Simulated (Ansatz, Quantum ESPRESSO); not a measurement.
# Work function of Mo(110), 5 layers, one monolayer of F on longbridge sites, part 4 of 6

Aim: the work function of each face of Mo(110), 5 layers, one monolayer of F on longbridge sites, and how it moves with functional, pseudopotentials and boundary condition.

Quantum ESPRESSO 7.5; plane-wave DFT, PBE, GBRV ultrasoft pseudopotentials; geometry and cross-check by Ansatz 0.2.0 with PAW datasets.

So far. Step 8 (Ground state: open boundaries by the effective …): The upper level is 6.167 eV against 6.159 eV from the periodic run.

### Step 9. Ground state: vdW-DF-cx, GBRV ultrasoft

The geometry stays; functional or pseudopotentials change.

Level of this step: plane-wave DFT, vdW-DF-cx, GBRV ultrasoft pseudopotentials made under PBE (Quantum ESPRESSO 7.5). input_dft overrides the functional of the files.

Contents of gbrv-vdw-df-cx.in:

```
&control
  prefix = 'gbrv-vdw-df-cx'
  outdir = './out'
  pseudo_dir = './pseudo'
  calculation = 'scf'
  tprnfor = .true.
/
&system
  ibrav = 0
  nat = 6
  ntyp = 2
  ecutwfc = 40
  ecutrho = 200
  input_dft = 'vdw-df-cx'
  occupations = 'smearing'
  smearing = 'mv'
  degauss = 0.02
  assume_isolated = 'esm'
  esm_bc = 'bc1'
/
&electrons
  conv_thr = 1e-07
  mixing_beta = 0.4
  electron_maxstep = 120
  mixing_mode = 'local-TF'
/
ATOMIC_SPECIES
  Mo  95.9500  mo_pbe_v1.uspp.F.UPF
  F   18.9984  f_pbe_v1.4.uspp.F.UPF
CELL_PARAMETERS angstrom
  2.22738636070000 -1.57500000000000 0.00000000000000
  2.22738636070000 1.57500000000000 0.00000000000000
  0.00000000000000 0.00000000000000 27.90954544300000
ATOMIC_POSITIONS crystal
  Mo  0.000000000000 0.000000000000 -0.186749029845
  Mo  0.500000000000 0.500000000000 -0.106941697845
  Mo  0.000000000000 0.000000000000 -0.027134365745
  Mo  0.500000000000 0.500000000000 0.053263341912
  Mo  -0.000000000000 -0.000000000000 0.131991864901
  F   0.500000000000 0.500000000000 0.186749029845
K_POINTS automatic
  10 10 1 0 0 0
```

Launch:

```
$ OMP_NUM_THREADS=1 mpirun -n 4 pw.x -nk 4 -in gbrv-vdw-df-cx.in > gbrv-vdw-df-cx.out
```

Output:

```text
[banner, memory and clock lines left out]
Program PWSCF v.7.5 starts
[citation notice left out]

[...]
Message from routine setup:
[...]
bravais-lattice index     =            0
     lattice parameter (alat)  =       5.1551  a.u.
     unit-cell volume          =    1321.4644 (a.u.)^3
     number of atoms/cell      =            6
     number of atomic types    =            2
     number of electrons       =        77.00
     number of Kohn-Sham states=           47
     kinetic-energy cutoff     =      40.0000  Ry
     charge density cutoff     =     200.0000  Ry
     scf convergence threshold =      1.0E-07
     mixing beta               =       0.4000
     number of iterations used =            8  local-TF  mixing
     Exchange-correlation= VDW-DF-CX
                           (   1   4  27   0   1   0   0)

     Effective Screening Medium Method
     Boundary Conditions: Vacuum-Slab-Vacuum
     total charge in unit cell        =   0.0000
     grid points for fit at edges     =        4

[...]
PseudoPot. # 1 for Mo read from file:
     ./pseudo/mo_pbe_v1.uspp.F.UPF
     Pseudo is Ultrasoft + core correction, Zval = 14.0
     Generated by new atomic code, or converted to UPF format
     Using radial grid of  889 points,  6 beta functions with:
                l(1) =   0
                l(2) =   0
                l(3) =   1
                l(4) =   1
                l(5) =   2
                l(6) =   2
     Q(r) pseudized with  6 coefficients,  rinner =    1.000   1.000   1.000
                                                       1.000   1.000

     PseudoPot. # 2 for F  read from file:
     ./pseudo/f_pbe_v1.4.uspp.F.UPF
     Pseudo is Ultrasoft, Zval =  7.0
     Generated by new atomic code, or converted to UPF format
     Using radial grid of  799 points,  4 beta functions with:
                l(1) =   0
                l(2) =   0
                l(3) =   1
                l(4) =   1
     Q(r) pseudized with  8 coefficients,  rinner =    0.950   0.950   0.950

     atomic species   valence    mass     pseudopotential
     Mo               14.00    95.95000     Mo( 1.00)
     F                 7.00    18.99840     F ( 1.00)

      4 Sym. Ops. (no inversion) found

[...]
number of k points=    31  Marzari-Vanderbilt smearing, width (Ry)=  0.0200
[...]
Dense  grid:    63255 G-vectors     FFT dimensions: (  24,  24, 240)

     Smooth grid:    45091 G-vectors     FFT dimensions: (  24,  24, 216)

     Initial potential from superposition of free atoms

     starting charge      76.9947, renormalised to      77.0000

     negative rho (up, down):  4.532E-03 0.000E+00

     %%%%%%%%%%%%%%%%%%%%%%%%%%%%%%%%%%%%%%%%%%%%%%%%%%%%%%%%%%%%%%%%%%%%%%%%
     %                                                                      %
     % You are using vdW-DF, which was implemented by the Thonhauser group. %
     % possible and the two reviews that describe the various versions:     %
     %                                                                      %
     %                                                                      %
     % If you are calculating stress with vdW-DF, please also cite:         %
     %                                                                      %
     %                                                                      %
     %%%%%%%%%%%%%%%%%%%%%%%%%%%%%%%%%%%%%%%%%%%%%%%%%%%%%%%%%%%%%%%%%%%%%%%%

     %%%%%%%%%%%%%%%%%%%%%%%%%%%%%%%%%%%%%%%%%%%%%%%%%%%%%%%%%%%%%%%%%%%%%%%%
     %                                                                      %
     %  vdW-DF NEWS:                                                        %
     %                                                                      %
     %  * vdW-DF3 is now available. DOI: 10.1021/acs.jctc.0c00471           %
     %    use with input_dft = 'vdW-DF3-opt1' or 'vdW-DF3-opt2'             %
     %                                                                      %
     %  * Unscreened and range-separated hybrid vdW-DF-cx functionals       %
     %    DOI: 10.1063/1.4986522 and 10.1088/1361-648X/ac2ad2               %
     %    use with input_dft = 'vdW-DF-cx0'    and 'vdW-DF-ahcx'            %
     %  * Unscreened and range-separated hybrid vdW-DF2-b86r functionals    %
     %    DOI: 10.1063/1.4986522 and DOI: 10.1103/PhysRevX.12.041003        %
     %    use with input_dft = 'vdW-DF2-br0' and 'vdW-DF2-ahbr'             %
     %                                                                      %
     %%%%%%%%%%%%%%%%%%%%%%%%%%%%%%%%%%%%%%%%%%%%%%%%%%%%%%%%%%%%%%%%%%%%%%%%

     Starting wfcs are   69 randomized atomic wfcs

     per-process dynamical memory:    87.7 Mb

     Self-consistent Calculation

     iteration #  1     ecut=    40.00 Ry     beta= 0.40
     Davidson diagonalization with overlap
     ethr =  1.00E-02,  avg # of iterations =  1.1

     negative rho (up, down):  2.945E-03 0.000E+00

     total energy              =    -744.82977047 Ry
     estimated scf accuracy    <       2.49400639 Ry

     iteration #  2     ecut=    40.00 Ry     beta= 0.40
[...]
negative rho (up, down):  1.625E-03 0.000E+00

[...]
total energy              =    -744.86436030 Ry
     estimated scf accuracy    <       0.72721654 Ry

     iteration #  3     ecut=    40.00 Ry     beta= 0.40
[...]
negative rho (up, down):  1.325E-03 0.000E+00

[...]
total energy              =    -744.95637813 Ry
     estimated scf accuracy    <       0.16001565 Ry

     iteration #  4     ecut=    40.00 Ry     beta= 0.40
[...]
negative rho (up, down):  1.424E-03 0.000E+00

[...]
total energy              =    -745.02234697 Ry
     estimated scf accuracy    <       0.18133448 Ry

     iteration #  5     ecut=    40.00 Ry     beta= 0.40
[...]
negative rho (up, down):  3.873E-04 0.000E+00

[...]
total energy              =    -744.94748125 Ry
     estimated scf accuracy    <       0.19729548 Ry

     iteration #  6     ecut=    40.00 Ry     beta= 0.40
[...]
c_bands:  3 eigenvalues not converged
[...]
negative rho (up, down):  3.202E-04 0.000E+00

[...]
total energy              =    -744.99260034 Ry
     estimated scf accuracy    <       0.15064014 Ry

[...]
iteration # 36     ecut=    40.00 Ry     beta= 0.40
[...]
c_bands:  1 eigenvalues not converged
[...]
negative rho (up, down):  4.704E-03 0.000E+00

[...]
total energy              =    -744.98803323 Ry
     estimated scf accuracy    <       0.00000061 Ry

     iteration # 37     ecut=    40.00 Ry     beta= 0.40
[...]
c_bands:  1 eigenvalues not converged
[...]
negative rho (up, down):  4.687E-03 0.000E+00

[...]
total energy              =    -744.98801415 Ry
     estimated scf accuracy    <       0.00000021 Ry

     iteration # 38     ecut=    40.00 Ry     beta= 0.40
[...]
negative rho (up, down):  4.675E-03 0.000E+00

[...]
total energy              =    -744.98802607 Ry
     estimated scf accuracy    <       0.00000033 Ry

     iteration # 39     ecut=    40.00 Ry     beta= 0.40
[...]
negative rho (up, down):  4.671E-03 0.000E+00

[...]
End of self-consistent calculation

          k = 0.0000 0.0000 0.0000 (  5567 PWs)   bands (ev):

   -67.3532 -66.8269 -66.7493 -66.6453 -66.5043 -41.7253 -41.3357 -41.0428
   -40.9420 -40.6756 -40.5370 -40.5222 -40.3853 -40.2312 -40.2168 -40.1858
   -40.1753 -40.1521 -40.0409 -39.9109 -30.0078 -12.9973 -12.3665 -11.4342
   -11.1713 -10.8648 -10.4814  -9.9441  -9.4312  -9.0845  -8.7459  -8.1726
    -7.5928  -7.2088  -7.1740  -7.0950  -6.9941  -6.6408  -6.0796  -5.6910
    -4.9180  -4.6307  -4.4125  -4.2300  -4.2298  -4.2151  -4.1288

          k = 0.0612 0.0866 0.0000 (  5618 PWs)   bands (ev):

   -67.3397 -66.8099 -66.7363 -66.6364 -66.4938 -41.6984 -41.3157 -41.1193
   -40.9381 -40.7276 -40.5908 -40.5551 -40.3988 -40.2996 -40.2418 -40.2269
   -40.2182 -40.1805 -40.0900 -39.9521 -29.9783 -12.7825 -12.0984 -11.4021
   -11.0469 -10.5640 -10.1874 -10.1660  -9.3360  -8.9413  -8.6431  -8.0952
    -7.5716  -7.4694  -7.3763  -7.2244  -6.8261  -6.6833  -6.2746  -5.5765
    -5.2671  -4.9330  -4.6893  -4.4627  -4.3581  -4.1941  -4.1294

[...]
the Fermi energy is    -5.5955 ev

!    total energy              =    -744.98803030 Ry
     estimated scf accuracy    <       0.00000002 Ry
     smearing contrib. (-TS)   =      -0.00170618 Ry
     internal energy E=F+TS    =    -744.98632412 Ry

     The total energy is F=E-TS. E is the sum of the following terms:
     one-electron contribution =   22479.20544415 Ry
     hartree contribution      =  -11263.72472615 Ry
     xc contribution           =    -105.65690318 Ry
     ewald contribution        =  -11854.81013894 Ry

     convergence has been achieved in  39 iterations

     negative rho (up, down):  4.671E-03 0.000E+00

     Forces acting on atoms (cartesian axes, Ry/au):

     atom    1 type  1   force =     0.00000000    0.00000000    0.02986341
     atom    2 type  1   force =     0.00000000    0.00000000   -0.02336932
     atom    3 type  1   force =     0.00000000    0.00000000    0.00406136
     atom    4 type  1   force =     0.00000000    0.00000000    0.00063157
     atom    5 type  1   force =     0.00000000    0.00000000   -0.00360551
     atom    6 type  2   force =     0.00000000    0.00000000   -0.00756651

     Total force =     0.039052     Total SCF correction =     0.001309

[...]
```

It took 4.3 min on 4 MPI ranks of Arm Neoverse V1, shared host; peak memory 0.86 GiB; 17 min of CPU time.

Numbers from this step:

| Item | Value |
| --- | --- |
| free energy | -10136.0785 eV |
| Fermi energy | -5.596 eV |
| vacuum line at the lower end of the cell, over the Fermi level | 4.920 eV |
| vacuum line at the upper end of the cell, over the Fermi level | 6.271 eV |

The potential energy, planar mean oscillates, so the rows of the table below give means over windows of 2.21 Å about each position, cut where the curve ends. Its maxima inside the range that stand out by 2 % of the span (Å: eV): -4.1: -2.05, -1.9: -2.14, 0.3: -2.00, 2.6: -2.46, 4.7: -4.30. Its minima: -5.2: -34.2, -3.0: -34.5, -0.8: -34.3, 1.5: -34.6, 3.7: -35.0, 5.1: -7.17.

Electrostatic potential energy of an electron; zero at the Fermi level. Potential energy, planar mean against z; means over each step:

z (Å), potential energy, planar mean (eV) and a bar from the least value:
```
   -12.84        4.9 ############################
   -10.63        4.9 ############################
    -8.42        4.8 ############################
    -6.21       -8.0 ###########
    -4.00      -15.9 #
    -1.79      -16.1 #
     0.42      -15.8 #
     2.63      -16.7 
     4.84       -9.4 #########
     7.05        6.1 ##############################
     9.26        6.3 ##############################
    11.47        6.3 ##############################
    13.68        6.3 ##############################
```

The upper face goes from 6.167 eV (PBE, GBRV) to 6.271 eV, a change of +0.104 eV.

### Step 10. SCF with pw.x: LDA, GBRV ultrasoft

Level of this step: plane-wave DFT, LDA, GBRV ultrasoft pseudopotentials (Quantum ESPRESSO 7.5).

gbrv-lda.in is the input of step 9 with these lines changed:

```diff
@@ -1,3 +1,3 @@
 &control
-  prefix = 'gbrv-vdw-df-cx'
+  prefix = 'gbrv-lda'
   outdir = './out'
@@ -13,3 +13,2 @@
   ecutrho = 200
-  input_dft = 'vdw-df-cx'
   occupations = 'smearing'
@@ -27,4 +26,4 @@
 ATOMIC_SPECIES
-  Mo  95.9500  mo_pbe_v1.uspp.F.UPF
-  F   18.9984  f_pbe_v1.4.uspp.F.UPF
+  Mo  95.9500  mo_lda_v1.uspp.F.UPF
+  F   18.9984  f_lda_v1.4.uspp.F.UPF
 CELL_PARAMETERS angstrom
```

Launch:

```
$ OMP_NUM_THREADS=1 mpirun -n 4 pw.x -nk 4 -in gbrv-lda.in > gbrv-lda.out
```

Output:

```text
[banner, memory and clock lines left out]
Program PWSCF v.7.5 starts
[citation notice left out]

[...]
Message from routine setup:
[...]
bravais-lattice index     =            0
     lattice parameter (alat)  =       5.1551  a.u.
     unit-cell volume          =    1321.4644 (a.u.)^3
     number of atoms/cell      =            6
     number of atomic types    =            2
     number of electrons       =        77.00
     number of Kohn-Sham states=           47
     kinetic-energy cutoff     =      40.0000  Ry
     charge density cutoff     =     200.0000  Ry
     scf convergence threshold =      1.0E-07
     mixing beta               =       0.4000
     number of iterations used =            8  local-TF  mixing
     Exchange-correlation=  SLA  PZ   NOGX NOGC
                           (   1   1   0   0   0   0   0)

     Effective Screening Medium Method
     Boundary Conditions: Vacuum-Slab-Vacuum
     total charge in unit cell        =   0.0000
     grid points for fit at edges     =        4

[...]
PseudoPot. # 1 for Mo read from file:
     ./pseudo/mo_lda_v1.uspp.F.UPF
     Pseudo is Ultrasoft + core correction, Zval = 14.0
     Generated by new atomic code, or converted to UPF format
     Using radial grid of  889 points,  6 beta functions with:
                l(1) =   0
                l(2) =   0
                l(3) =   1
                l(4) =   1
                l(5) =   2
                l(6) =   2
     Q(r) pseudized with  6 coefficients,  rinner =    1.000   1.000   1.000
                                                       1.000   1.000

     PseudoPot. # 2 for F  read from file:
     ./pseudo/f_lda_v1.4.uspp.F.UPF
     Pseudo is Ultrasoft, Zval =  7.0
     Generated by new atomic code, or converted to UPF format
     Using radial grid of  799 points,  4 beta functions with:
                l(1) =   0
                l(2) =   0
                l(3) =   1
                l(4) =   1
     Q(r) pseudized with  8 coefficients,  rinner =    0.950   0.950   0.950

     atomic species   valence    mass     pseudopotential
     Mo               14.00    95.95000     Mo( 1.00)
     F                 7.00    18.99840     F ( 1.00)

      4 Sym. Ops. (no inversion) found

[...]
number of k points=    31  Marzari-Vanderbilt smearing, width (Ry)=  0.0200
[...]
Dense  grid:    63255 G-vectors     FFT dimensions: (  24,  24, 240)

     Smooth grid:    45091 G-vectors     FFT dimensions: (  24,  24, 216)

     Initial potential from superposition of free atoms

     starting charge      76.9957, renormalised to      77.0000

     negative rho (up, down):  4.937E-03 0.000E+00
     Starting wfcs are   69 randomized atomic wfcs

     per-process dynamical memory:    87.7 Mb

     Self-consistent Calculation

     iteration #  1     ecut=    40.00 Ry     beta= 0.40
     Davidson diagonalization with overlap
     ethr =  1.00E-02,  avg # of iterations =  1.0

     negative rho (up, down):  3.444E-03 0.000E+00

     total energy              =    -745.77264832 Ry
     estimated scf accuracy    <       2.29946715 Ry

     iteration #  2     ecut=    40.00 Ry     beta= 0.40
[...]
negative rho (up, down):  2.189E-03 0.000E+00

[...]
total energy              =    -745.80087869 Ry
     estimated scf accuracy    <       0.66165371 Ry

     iteration #  3     ecut=    40.00 Ry     beta= 0.40
[...]
negative rho (up, down):  1.952E-03 0.000E+00

[...]
total energy              =    -745.89033363 Ry
     estimated scf accuracy    <       0.15088803 Ry

     iteration #  4     ecut=    40.00 Ry     beta= 0.40
[...]
c_bands:  3 eigenvalues not converged
[...]
negative rho (up, down):  1.990E-03 0.000E+00

[...]
total energy              =    -745.94514204 Ry
     estimated scf accuracy    <       0.16526350 Ry

     iteration #  5     ecut=    40.00 Ry     beta= 0.40
[...]
negative rho (up, down):  1.185E-03 0.000E+00

[...]
total energy              =    -745.89087291 Ry
     estimated scf accuracy    <       0.16977275 Ry

     iteration #  6     ecut=    40.00 Ry     beta= 0.40
[...]
negative rho (up, down):  1.074E-03 0.000E+00

[...]
total energy              =    -745.92267365 Ry
     estimated scf accuracy    <       0.20638166 Ry

[...]
iteration # 36     ecut=    40.00 Ry     beta= 0.40
[...]
negative rho (up, down):  5.795E-03 0.000E+00

[...]
total energy              =    -745.91711974 Ry
     estimated scf accuracy    <       0.00000125 Ry

     iteration # 37     ecut=    40.00 Ry     beta= 0.40
[...]
negative rho (up, down):  5.794E-03 0.000E+00

[...]
total energy              =    -745.91714675 Ry
     estimated scf accuracy    <       0.00000027 Ry

     iteration # 38     ecut=    40.00 Ry     beta= 0.40
[...]
c_bands:  1 eigenvalues not converged
[...]
negative rho (up, down):  5.725E-03 0.000E+00

[...]
total energy              =    -745.91716341 Ry
     estimated scf accuracy    <       0.00000045 Ry

     iteration # 39     ecut=    40.00 Ry     beta= 0.40
[...]
negative rho (up, down):  5.716E-03 0.000E+00

[...]
End of self-consistent calculation

          k = 0.0000 0.0000 0.0000 (  5567 PWs)   bands (ev):

   -67.4290 -66.9219 -66.8431 -66.7401 -66.5956 -41.8314 -41.4565 -41.1490
   -41.0606 -40.7758 -40.6558 -40.6461 -40.5078 -40.3527 -40.3403 -40.3076
   -40.2981 -40.2765 -40.1613 -40.0289 -29.8208 -13.1724 -12.5360 -11.6007
   -11.3410 -11.0190 -10.6429 -10.0925  -9.5704  -9.2098  -8.8767  -8.3041
    -7.7264  -7.3411  -7.3109  -7.2426  -7.1381  -6.7779  -6.2354  -5.8269
    -5.0693  -4.7739  -4.5747  -4.3943  -4.3728  -4.3665  -4.2798

          k = 0.0612 0.0866 0.0000 (  5618 PWs)   bands (ev):

   -67.4155 -66.9048 -66.8301 -66.7312 -66.5850 -41.8041 -41.4366 -41.2271
   -41.0559 -40.8281 -40.7102 -40.6786 -40.5201 -40.4226 -40.3636 -40.3492
   -40.3415 -40.3042 -40.2104 -40.0704 -29.7896 -12.9580 -12.2678 -11.5769
   -11.2139 -10.7172 -10.3439 -10.3216  -9.4733  -9.0703  -8.7737  -8.2267
    -7.7049  -7.6136  -7.5120  -7.3619  -6.9637  -6.8281  -6.4185  -5.7175
    -5.4041  -5.0953  -4.8515  -4.6255  -4.5219  -4.3608  -4.2856

[...]
the Fermi energy is    -5.7418 ev

!    total energy              =    -745.91721024 Ry
     estimated scf accuracy    <       0.00000009 Ry
     smearing contrib. (-TS)   =      -0.00178434 Ry
     internal energy E=F+TS    =    -745.91542589 Ry

     The total energy is F=E-TS. E is the sum of the following terms:
     one-electron contribution =   22477.10837104 Ry
     hartree contribution      =  -11263.25168252 Ry
     xc contribution           =    -104.96197548 Ry
     ewald contribution        =  -11854.81013894 Ry

     convergence has been achieved in  39 iterations

     negative rho (up, down):  5.716E-03 0.000E+00

     Forces acting on atoms (cartesian axes, Ry/au):

     atom    1 type  1   force =     0.00000000    0.00000000    0.04072766
     atom    2 type  1   force =     0.00000000    0.00000000   -0.02318658
     atom    3 type  1   force =     0.00000000    0.00000000    0.00380037
     atom    4 type  1   force =     0.00000000    0.00000000    0.00064602
     atom    5 type  1   force =     0.00000000    0.00000000    0.00400077
     atom    6 type  2   force =     0.00000000    0.00000000   -0.02613869

     Total force =     0.053949     Total SCF correction =     0.002121

[...]
```

It took 3.5 min on 4 MPI ranks; peak memory 0.64 GiB; 14 min of CPU time.

Numbers from this step:

| Item | Value |
| --- | --- |
| free energy | -10148.7207 eV |
| Fermi energy | -5.742 eV |
| vacuum line at the lower end of the cell, over the Fermi level | 4.978 eV |
| vacuum line at the upper end of the cell, over the Fermi level | 6.506 eV |

The potential energy, planar mean oscillates, so the rows of the table below give means over windows of 2.21 Å about each position, cut where the curve ends. Its maxima inside the range that stand out by 2 % of the span (Å: eV): -4.1: -1.87, -1.9: -1.96, 0.3: -1.83, 2.6: -2.29, 4.7: -4.02. Its minima: -5.2: -33.9, -3.0: -34.2, -0.8: -34.0, 1.5: -34.3, 3.7: -34.7, 5.1: -6.90.

Electrostatic potential energy of an electron; zero at the Fermi level. Table of potential energy, planar mean by z; means over each step:

z (Å), potential energy, planar mean (eV) and a bar from the least value:
```
   -12.84        5.0 ############################
   -10.63        5.0 ############################
    -8.42        4.9 ############################
    -6.21       -7.8 ###########
    -4.00      -15.7 #
    -1.79      -15.9 #
     0.42      -15.6 #
     2.63      -16.5 
     4.84       -9.2 ##########
     7.05        6.4 ##############################
     9.26        6.5 ##############################
    11.47        6.5 ##############################
    13.68        6.5 ##############################
```

The upper face goes from 6.167 eV (PBE, GBRV) to 6.506 eV, a change of +0.339 eV.

(Part 4 of 6 ends here.)

[Logs are printed without paths, hosts, clocks, repeated set-up lines and the standing remarks that a program may print on its own settings, such as how far it seeks lower states.]

[Hosts, paths, dates, database ids (printed as entryN), source tags and the programs' standing remarks are cut or masked in the printed files.]

[Maps of the electrostatic potential energy from Ansatz leave out the sawtooth potential of an applied field or a dipole correction, so their vacuum need not be flat; planar profiles and work functions include it.]
